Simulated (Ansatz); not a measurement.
**Changed inputs in constrained RPA: KCrF3 (cubic perovskite) (Pm-3m)**

Wanted: the sensitivity and cost of U and J for KCrF3 (cubic perovskite) (Pm-3m).

Method: constrained RPA on LDA, plane waves, PAW, in Ansatz 0.2.0.

The structure was built from a prototype and need not be the compound's stable phase.

## 1. The starting structure

It takes space group Pm-3m (No. 221, cubic). The conventional cell has a = 3.901 Å, b = 3.901 Å, c = 3.901 Å, α = 90.00°, β = 90.00°, γ = 90.00°. Nearest to K lie 12 F at 2.76 Å. Nearest to Cr lie 6 F at 1.95 Å. Nearest to F lie 2 Cr at 1.95 Å and 4 K at 2.76 Å. Farther neighbours and most contacts between anions are not listed.

Structure file:

```cif
data_structure
_symmetry_space_group_name_H-M 'P 1'
_symmetry_Int_Tables_number 1
_cell_length_a 3.9009
_cell_length_b 3.9009
_cell_length_c 3.9009
_cell_angle_alpha 90.000
_cell_angle_beta 90.000
_cell_angle_gamma 90.000
_cell_volume 59.36
loop_
_atom_site_label
_atom_site_type_symbol
_atom_site_fract_x
_atom_site_fract_y
_atom_site_fract_z
_atom_site_occupancy
K1 K 0.00000 0.00000 0.00000 1
Cr2 Cr 0.50000 0.50000 0.50000 1
F3 F 0.50000 0.50000 0.00000 1
F4 F 0.50000 0.00000 0.50000 1
F5 F 0.00000 0.50000 0.50000 1
```

The structure was relaxed with LDA. The structure type comes from a generator and need not be one that this composition takes. The structure was generated from a model, not taken from a measurement. The runs that relaxed it are not among those shown. The program's search for lower electronic states was switched off, so nothing shows that the state found is the lowest. The default PAW set here is soft_2. Its files were made with PBE.

## 2. Base: Cr t2g, bands v2 to c1, 4×4×4 mesh, medium accuracy

Constrained RPA screens the interaction with every transition except those inside the target bands, which a later many-body model would treat itself.

input.yaml

```yaml
crystal:
  lattice:
    - [0.0, -3.90088595, 0.0]
    - [0.0, 0.0, 3.90088595]
    - [-3.90088595, 0.0, 0.0]
  atoms:
    - { symbol: K, position: [0.0, 0.0, 0.0] }
    - { symbol: Cr, position: [0.5, 0.5, 0.5] }
    - { symbol: F, position: [0.5, 0.5, 0.0] }
    - { symbol: F, position: [0.5, 0.0, 0.5] }
    - { symbol: F, position: [0.0, 0.5, 0.5] }
kpoints:
  mp_grid: { grid: [8, 8, 8] }
hamiltonian:
  xc: lda
scf:
  occupations: { method: gaussian, width: 0.08 }
  n_extra_bands: 19
  max_iter: 150
  lower_state_search: "off"
output:
  crpa:
    kmesh: [4, 4, 4]
    target_bands: [v2, c1]
    projections: [{ species: Cr, l: d, shell: 3, orbitals: [dxz, dyz, dxy] }]
  local_orbitals:
    kmesh: [8, 8, 8]
    orbitals: [{ species: Cr, l: d, shell: 3, orbitals: [dxz, dyz, dxy] }]
    window: { bands: [v2, c1] }
    seedname: lo
```

Command:

```sh
ansatz run input.yaml --threads 4 --pin off --max-ram 9216MiB --backend cpu --events-out ev --progress --plain --runs-dir out
```

Numbers of over 12 decimals in the logs are rounded to 6 here.

Log:

```text
scf.n_extra_bands = 19 over 22 filled bands (N_el = 44.0): the run solves 41 bands
Engine: ansatz 0.2.0, aarch64-unknown-linux-gnu
Pseudopotentials: kind: paw
Pseudopotential: K, paw, valence charge 9, recommended cutoff 420 eV (normal), K.paw.azcp
Pseudopotential: Cr, paw, valence charge 14, recommended cutoff 420 eV (normal), Cr.paw.azcp
Pseudopotential: F, paw, valence charge 7, recommended cutoff 420 eV (normal), F.paw.azcp
Functional definition: SPW92
  exchange = slater_x
  correlation = pw_c
Crystal: 5 atoms, lattice volume = 59.359 Å³
Basis set: ecut = 420 eV, 1189 PW (Γ)
Bands: 41, of which v1, the nominal top of the filled ones, is band 22 counted from 1 (21 counted from 0)
Symmetry: 48 space group operations
Space group: Pm-3m (ITA 221), of the structure as read, at distance tolerance 3.9e-5 Å
k-points: 35 of 512
Non-local potential: K, projectors of the file, l = 0: 3, l = 1: 2, l = 2: 2
Non-local potential: Cr, projectors of the file, l = 0: 3, l = 1: 2, l = 2: 3, l = 3: 1
Non-local potential: F, projectors of the file, l = 0: 2, l = 1: 2, l = 2: 1
PAW form: soft (Blöchl's): semilocal exchange-correlation on the pseudo side does not see the compensation charge
PAW frozen core: K, regenerated for the run's functional, and the local potential with it (the file was generated under x = pbe(κ = 0.804, μ = 0.219515), c = pbe(β = 0.066725))
PAW frozen core: Cr, regenerated for the run's functional, and the local potential with it (the file was generated under x = pbe(κ = 0.804, μ = 0.219515), c = pbe(β = 0.066725))
PAW frozen core: F, regenerated for the run's functional, and the local potential with it (the file was generated under x = pbe(κ = 0.804, μ = 0.219515), c = pbe(β = 0.066725))
PAW one-centre angular grid: K, 110 points (default); XC on 64 Gauss nodes
PAW one-centre angular grid: Cr, 590 points (default); XC on 64 Gauss nodes
PAW one-centre angular grid: F, 110 points (default); XC on 64 Gauss nodes
Initial density: superposition of atomic densities (neutral atoms: chi_scale 0, normalization atom), corrected by the library's trained network
Initial wavefunctions: pseudopotential atomic-orbital guess
Functional: x = slater, c = lda
SCF iter   1: F=—  HF=-7203.025612 eV  |F-HF|=—  |Δ(HF+E_count)|=         —  Δρ=2.18e-2  dr2=1.84e-1  ethr=1.77e-3  ⟨swp⟩=5.1  Hψ=6068  notcnv=0  defer=260
preconditioner: auto → LDOS  [metal: Δε(μ)=0.055 eV  Ē_g=20.601 eV  σ=0.080 eV  W_gap=0.36  n_scr=18 (ndim 8)  ℏωp=28.1 eV  f_vac=0.044  D(μ)=6.15/eV (n_scr^D=80)  β→1.0]
SCF iter   2: F=—  HF=-7202.988614 eV  |F-HF|=—  |Δ(HF+E_count)|=   3.70e-2  Δρ=1.52e-2  dr2=6.17e-2  ethr=4.17e-4  ⟨swp⟩=2.1  Hψ=2702  notcnv=0  defer=360
[...]
SCF iter   8: F=-7202.966310 eV  HF=-7202.966310 eV  |F-HF|=7.14e-9  |Δ(HF+E_count)|=   6.14e-8  Δρ=6.72e-6  dr2=1.79e-8  ethr=2.27e-10  ⟨swp⟩=8.1  Hψ=6861  notcnv=0
SCF 1 converged in 8 iterations: F = -7202.966310 eV  dr2 = 1.79e-8
[...]
NSCF: frozen V_eff on 38 k-points
NSCF: frozen V_eff on 10 k-points
[...]
cRPA screening: q 1/64
cRPA screening: q 2/64
cRPA screening: q 8/64 (q-point 3)
cRPA screening: q 11/64 (q-point 6)
cRPA screening: q 23/64 (q-point 7)
cRPA screening: q 35/64 (q-point 11)
cRPA screening: q 38/64 (q-point 22)
cRPA screening: q 46/64 (q-point 23)
cRPA screening: q 58/64 (q-point 27)
cRPA screening: q 64/64 (q-point 43)
SCF converged after 8 iterations
Free energy (F): -7202.966310 eV
Harris-Foulkes:  -7202.966310 eV  (|F-HF|=7.14e-9)
Internal energy: -7202.946561 eV  (E = F + TS)
E sigma→0 (E₀):  -7202.956435 eV
Entropy (-TS):   -0.019749 eV (-3.950 meV/atom)
Fermi energy:    10.835095 eV
--- Per-component energies (eV) ---
  E_band       = -385.888893
  E_kinetic    = 1217.146100
  E_local      = -3941.362815  (includes V_loc(G=0)·N_el)
  E_nonlocal   = 331.671904
  E_hartree    = 1562.581186
  E_xc         = -505.103232
  E_vxc        = -643.630286  (∫ρ·V_xc dr)
  E_paw        = -2448.852215  (= ΣΔE_a)
  E_vpaw       = -474.874630  (= ΣTr[D̂ρ^β])
  E_aug_tail   = 0.006836  (compensation charges beyond the density's cutoff)
  E_ewald      = -3419.996705
  E_core_change = 0.962380  (= ΣΔE_core)
  E_smearing   = -0.019749  (= −TS)
  E_closure    = -0.000000  (closes the sum)
  Σ components = -7202.966310   (vs F -7202.966310, Δ=0.00e0)
--- Band table (eV; the first three rows and the last of 35) ---
  k-point 0: bands = [... 18 lower, 3.7670, 3.7670, 9.8301, 9.8301, 9.8301, 11.1242, 11.1242, 12.1701, ... 15 higher]
  k-point 1: bands = [... 18 lower, 3.7221, 3.7221, 9.8433, 9.9652, 9.9652, 11.1282, 11.3478, 12.4651, ... 15 higher]
  k-point 2: bands = [... 18 lower, 3.6337, 3.6337, 9.8758, 10.2878, 10.2878, 11.1368, 11.7868, 13.2699, ... 15 higher]
  k-point 34: bands = [... 18 lower, 4.1402, 4.1402, 11.3208, 11.3208, 11.3208, 13.6069, 13.6069, 15.1368, ... 15 higher]
--- cRPA (band scheme, projected local orbitals): target bands 21..23 (1-based), 3 Wannier function(s), 4×4×4 mesh, 46 bands' worth read of 51 solved, ecut_chi 136.0 eV, v(q+G=0) probe_charge, pair densities all_electron ---
  bands read: the sum over 46 bands ends inside a degenerate multiplet in 25 slots, whose members it reads at an even weight; the widest, k=0: bands 45 to 47 (counted from 1) at 2/3 each
  χ-basis size per q: N_G = 203..228
  window electrons = 4.0000, filled by tetrahedron_uncorrected; constrained ε̄⁻¹(q = 0, 0) head = 0.357886; min gauge Gram eig = 0.8196
  Kanamori averages over each shell's own Wannier functions (sites counted from 0, functions from 1):
    Site 1, 3D, 3 of 5 d orbitals (Wannier functions 1, 2, 3; wannier90's mr 2, 3, 5):
      screened: U = 6.6324 eV, U' = 5.5509 eV, J = 0.5040 eV
      screened, to within: U = 5.1e-3 eV, U' = 5.1e-3 eV, J = 6.9e-4 eV
      bare: V = 18.9328 eV, V' = 17.5419 eV, J = 0.6901 eV
  Hermiticity witness max|P − P†| over intra, direct and exchange elements: 5.33e-15 eV (screened), 1.71e-19 eV (bare)
  Reality witness max|Im| over intra, direct and exchange elements: 9.56e-20 eV (screened), 1.05e-19 eV (bare)
```

Wall time 30 s (4 threads of Arm Neoverse V2, shared host); peak memory 0.53 GiB; 1.9 min of CPU time.

The column dr2 measures how far the density is from self-consistency, as an energy; F and HF (Harris–Foulkes) agree once it is small.

Numbers from this step:

```
U                                                 : 6.632 eV
U prime (inter-orbital)                           : 5.551 eV
J                                                 : 0.5040 eV
bare V                                            : 18.93 eV
bare J                                            : 0.6901 eV
stated bound on U                                 : 0.005037 eV
U over bare V                                     : 0.3503
electrons in the window                           : 4.000
head of the constrained inverse dielectric matrix : 0.3579
least eigenvalue of the projection's overlap      : 0.8196
target functions                                  : 3
bands in the sums                                 : 46
r.m.s. miss of the model bands                    : 6.70e-5 eV
width of the target bands                         : 1.491 eV
weight of the projected orbitals in the window    : 0.9061
```

On the Cr t2g shell, screening brings the on-site interaction from 18.9 eV down to U = 6.63 eV.

## 3. Changed: 6×6×6 mesh

input.yaml, the sections that differ from step 2:

```yaml
output:
  crpa:
    kmesh: [6, 6, 6]
    target_bands: [v2, c1]
    projections: [{ species: Cr, l: d, shell: 3, orbitals: [dxz, dyz, dxy] }]
# crystal, kpoints, hamiltonian, scf: as in step 2
```

Log:

```text
[...]
Crystal: 5 atoms, lattice volume = 59.359 Å³
Basis set: ecut = 420 eV, 1189 PW (Γ)
Bands: 41, of which v1, the nominal top of the filled ones, is band 22 counted from 1 (21 counted from 0)
Symmetry: 48 space group operations
[...]
k-points: 35 of 512
[...]
SCF iter   1: F=—  HF=-7203.025612 eV  |F-HF|=—  |Δ(HF+E_count)|=         —  Δρ=2.18e-2  dr2=1.84e-1  ethr=1.77e-3  ⟨swp⟩=5.1  Hψ=6068  notcnv=0  defer=260
[...]
SCF iter   8: F=-7202.966310 eV  HF=-7202.966310 eV  |F-HF|=7.14e-9  |Δ(HF+E_count)|=   6.14e-8  Δρ=6.72e-6  dr2=1.79e-8  ethr=2.27e-10  ⟨swp⟩=8.1  Hψ=6861  notcnv=0
SCF 1 converged in 8 iterations: F = -7202.966310 eV  dr2 = 1.79e-8
[...]
NSCF: frozen V_eff on 20 k-points
[...]
cRPA screening: q 1/216
cRPA screening: q 2/216
cRPA screening: q 8/216 (q-point 3)
cRPA screening: q 14/216 (q-point 4)
cRPA screening: q 17/216 (q-point 8)
[...]
SCF converged after 8 iterations
Free energy (F): -7202.966310 eV
[...]
Internal energy: -7202.946561 eV  (E = F + TS)
E sigma→0 (E₀):  -7202.956435 eV
Entropy (-TS):   -0.019749 eV (-3.950 meV/atom)
Fermi energy:    10.835095 eV
[...]
--- Band table (eV; the first three rows and the last of 35) ---
  k-point 0: bands = [... 18 lower, 3.7670, 3.7670, 9.8301, 9.8301, 9.8301, 11.1242, 11.1242, 12.1701, ... 15 higher]
  k-point 1: bands = [... 18 lower, 3.7221, 3.7221, 9.8433, 9.9652, 9.9652, 11.1282, 11.3478, 12.4651, ... 15 higher]
  k-point 2: bands = [... 18 lower, 3.6337, 3.6337, 9.8758, 10.2878, 10.2878, 11.1368, 11.7868, 13.2699, ... 15 higher]
  k-point 34: bands = [... 18 lower, 4.1402, 4.1402, 11.3208, 11.3208, 11.3208, 13.6069, 13.6069, 15.1368, ... 15 higher]
[...]
χ-basis size per q: N_G = 203..228
[...]
Site 1, 3D, 3 of 5 d orbitals (Wannier functions 1, 2, 3; wannier90's mr 2, 3, 5):
      screened: U = 6.6292 eV, U' = 5.5482 eV, J = 0.5043 eV
      screened, to within: U = 5.1e-3 eV, U' = 5.1e-3 eV, J = 6.8e-4 eV
      bare: V = 18.9172 eV, V' = 17.5268 eV, J = 0.6900 eV
[...]
```

The job ended after 3 min (4 threads; peak memory 0.72 GiB; 12 min of CPU time).

This step gave:

```yaml
u: 6.629 eV
u_prime_inter_orbital: 5.548 eV
j: 0.5043 eV
bare_v: 18.92 eV
bare_j: 0.6900 eV
stated_bound_on_u: 0.005026 eV
u_over_bare_v: 0.3504
electrons_in_the_window: 4.000
head_of_the_constrained_inverse_dielectric_matrix: 0.3659
least_eigenvalue_of_the_projection_s_overlap: 0.8196
target_functions: 3
bands_in_the_sums: 46
width_of_the_target_bands: 1.491 eV
weight_of_the_projected_orbitals_in_the_window: 0.9061
```

On the Cr t2g shell, screening brings the on-site interaction from 18.9 eV down to U = 6.63 eV.

## 4. Changed: 2×2×2 mesh

input.yaml, as its differences from that of step 3:

```diff
@@ -22,3 +22,3 @@
   crpa:
-    kmesh: [6, 6, 6]
+    kmesh: [2, 2, 2]
     target_bands: [v2, c1]
```

Log:

```text
[...]
Crystal: 5 atoms, lattice volume = 59.359 Å³
Basis set: ecut = 420 eV, 1189 PW (Γ)
Bands: 41, of which v1, the nominal top of the filled ones, is band 22 counted from 1 (21 counted from 0)
Symmetry: 48 space group operations
[...]
k-points: 35 of 512
[...]
k-point 34: bands = [... 18 lower, 4.1402, 4.1402, 11.3208, 11.3208, 11.3208, 13.6069, 13.6069, 15.1368, ... 15 higher]
[...]
χ-basis size per q: N_G = 203..228
[...]
Site 1, 3D, 3 of 5 d orbitals (Wannier functions 1, 2, 3; wannier90's mr 2, 3, 5):
      screened: U = 7.0677 eV, U' = 5.9706 eV, J = 0.5039 eV
      screened, to within: U = 5.9e-3 eV, U' = 5.9e-3 eV, J = 8.1e-4 eV
      bare: V = 19.1721 eV, V' = 17.7676 eV, J = 0.6959 eV
[...]
[key lines of the parts left out:]
SCF converged after 8 iterations
Free energy (F): -7202.966310 eV
Fermi energy:    10.835095 eV
```

Wall time 5.9 s (4 threads); peak memory 0.45 GiB; 21 s of CPU time.

This step gave:

```yaml
u: 7.068 eV
u_prime_inter_orbital: 5.971 eV
j: 0.5039 eV
bare_v: 19.17 eV
bare_j: 0.6959 eV
stated_bound_on_u: 0.005900 eV
u_over_bare_v: 0.3686
electrons_in_the_window: 4.000
head_of_the_constrained_inverse_dielectric_matrix: 0.3609
least_eigenvalue_of_the_projection_s_overlap: 0.8196
target_functions: 3
bands_in_the_sums: 46
width_of_the_target_bands: 1.491 eV
weight_of_the_projected_orbitals_in_the_window: 0.9061
```

On the Cr t2g shell, screening brings the on-site interaction from 19.2 eV down to U = 7.07 eV.

## 5. Changed: accuracy low

input.yaml, as its differences from that of step 4:

```diff
@@ -22,4 +22,5 @@
   crpa:
-    kmesh: [2, 2, 2]
+    kmesh: [4, 4, 4]
     target_bands: [v2, c1]
     projections: [{ species: Cr, l: d, shell: 3, orbitals: [dxz, dyz, dxy] }]
+    accuracy: low
```

Log:

```text
[...]
Crystal: 5 atoms, lattice volume = 59.359 Å³
Basis set: ecut = 420 eV, 1189 PW (Γ)
Bands: 41, of which v1, the nominal top of the filled ones, is band 22 counted from 1 (21 counted from 0)
Symmetry: 48 space group operations
[...]
k-points: 35 of 512
[...]
k-point 34: bands = [... 18 lower, 4.1402, 4.1402, 11.3208, 11.3208, 11.3208, 13.6069, 13.6069, 15.1368, ... 15 higher]
[...]
χ-basis size per q: N_G = 203..228
[...]
Site 1, 3D, 3 of 5 d orbitals (Wannier functions 1, 2, 3; wannier90's mr 2, 3, 5):
      screened: U = 6.6285 eV, U' = 5.5477 eV, J = 0.5053 eV
      screened, to within: U = 5.5e-2 eV, U' = 5.5e-2 eV, J = 2.0e-2 eV
      bare: V = 18.9328 eV, V' = 17.5419 eV, J = 0.6901 eV
[...]
[key lines of the parts left out:]
SCF converged after 8 iterations
Free energy (F): -7202.966310 eV
Fermi energy:    10.835095 eV
```

Run time: 19 s. Hardware: 4 threads; peak memory 0.49 GiB; 69 s of CPU time.

Numbers from this step:

| Quantity | Value |
| --- | --- |
| U | 6.629 eV |
| U prime (inter-orbital) | 5.548 eV |
| J | 0.5053 eV |
| bare V | 18.93 eV |
| bare J | 0.6901 eV |
| stated bound on U | 0.05483 eV |
| U over bare V | 0.3501 |
| electrons in the window | 4.000 |
| head of the constrained inverse dielectric matrix | 0.3579 |
| least eigenvalue of the projection's overlap | 0.8196 |
| target functions | 3 |
| bands in the sums | 46 |
| width of the target bands | 1.491 eV |
| weight of the projected orbitals in the window | 0.9061 |

On the Cr t2g shell, screening brings the on-site interaction from 18.9 eV down to U = 6.63 eV.

## 6. Changed: smooth pair densities

input.yaml, as its differences from that of step 5:

```diff
@@ -25,2 +25,2 @@
     projections: [{ species: Cr, l: d, shell: 3, orbitals: [dxz, dyz, dxy] }]
-    accuracy: low
+    pair_densities: pseudo
```

Log:

```text
[...]
Crystal: 5 atoms, lattice volume = 59.359 Å³
Basis set: ecut = 420 eV, 1189 PW (Γ)
Bands: 41, of which v1, the nominal top of the filled ones, is band 22 counted from 1 (21 counted from 0)
Symmetry: 48 space group operations
[...]
k-points: 35 of 512
[...]
χ-basis size per q: N_G = 203..228
[...]
Site 1, 3D, 3 of 5 d orbitals (Wannier functions 1, 2, 3; wannier90's mr 2, 3, 5):
      screened: U = 6.6705 eV, U' = 5.5395 eV, J = 0.5229 eV
      screened, to within: U = 1.7e-3 eV, U' = 1.7e-3 eV, J = 1.9e-4 eV
      screened, sum over states alone: U = 7.1936 eV, U' = 5.8783 eV, J = 0.5757 eV
      bare: V = 18.9328 eV, V' = 17.5419 eV, J = 0.6901 eV
[...]
[key lines of the parts left out:]
SCF converged after 8 iterations
Free energy (F): -7202.966310 eV
Fermi energy:    10.835095 eV
```

Wall time 28 s (4 threads); peak memory 0.46 GiB; 1.8 min of CPU time.

This step gave:

| Quantity | Value |
| --- | --- |
| U | 6.671 eV |
| U prime (inter-orbital) | 5.540 eV |
| J | 0.5229 eV |
| bare V | 18.93 eV |
| bare J | 0.6901 eV |
| stated bound on U | 0.001672 eV |
| U over bare V | 0.3523 |
| electrons in the window | 4.000 |
| head of the constrained inverse dielectric matrix | 0.3582 |
| least eigenvalue of the projection's overlap | 0.8196 |
| target functions | 3 |
| bands in the sums | 46 |
| width of the target bands | 1.491 eV |
| weight of the projected orbitals in the window | 0.9061 |

On the Cr t2g shell, screening brings the on-site interaction from 18.9 eV down to U = 6.67 eV.

## 7. Changed: more bands than orbitals

input.yaml, as its differences from that of step 6:

```diff
@@ -23,4 +23,3 @@
     kmesh: [4, 4, 4]
-    target_bands: [v2, c1]
+    target_bands: [v2, c2]
     projections: [{ species: Cr, l: d, shell: 3, orbitals: [dxz, dyz, dxy] }]
-    pair_densities: pseudo
```

Log:

```text
Error: invalid value for `output.crpa.projections`: 3 orbital(s) selected but the target window spans 4 band(s); name one orbital per band of it
```

Wall time 0.1 s (4 threads); peak memory 0.082 GiB.

The input was rejected at the start.

The program's message: “Error: invalid value for `output.crpa.projections`: 3 orbital(s) selected but the target window spans 4 band(s); name one orbital per band of it”

The fault put into this input: more bands than orbitals.

(Continued in part 2 of 2.)

[Paths, hosts, dates, memory and timing lines, banners, echoed tables and standing remarks are left out of the program output.]

[Logs are printed without paths, hosts, clocks, repeated set-up lines and the standing remarks that a program may print on its own settings, such as how far it seeks lower states.]

[Runs of the session that timed out or met a known fault of the program may be left out.]

[Hosts, paths, dates, database ids (printed as entryN), source tags and the programs' standing remarks are cut or masked in the printed files.]
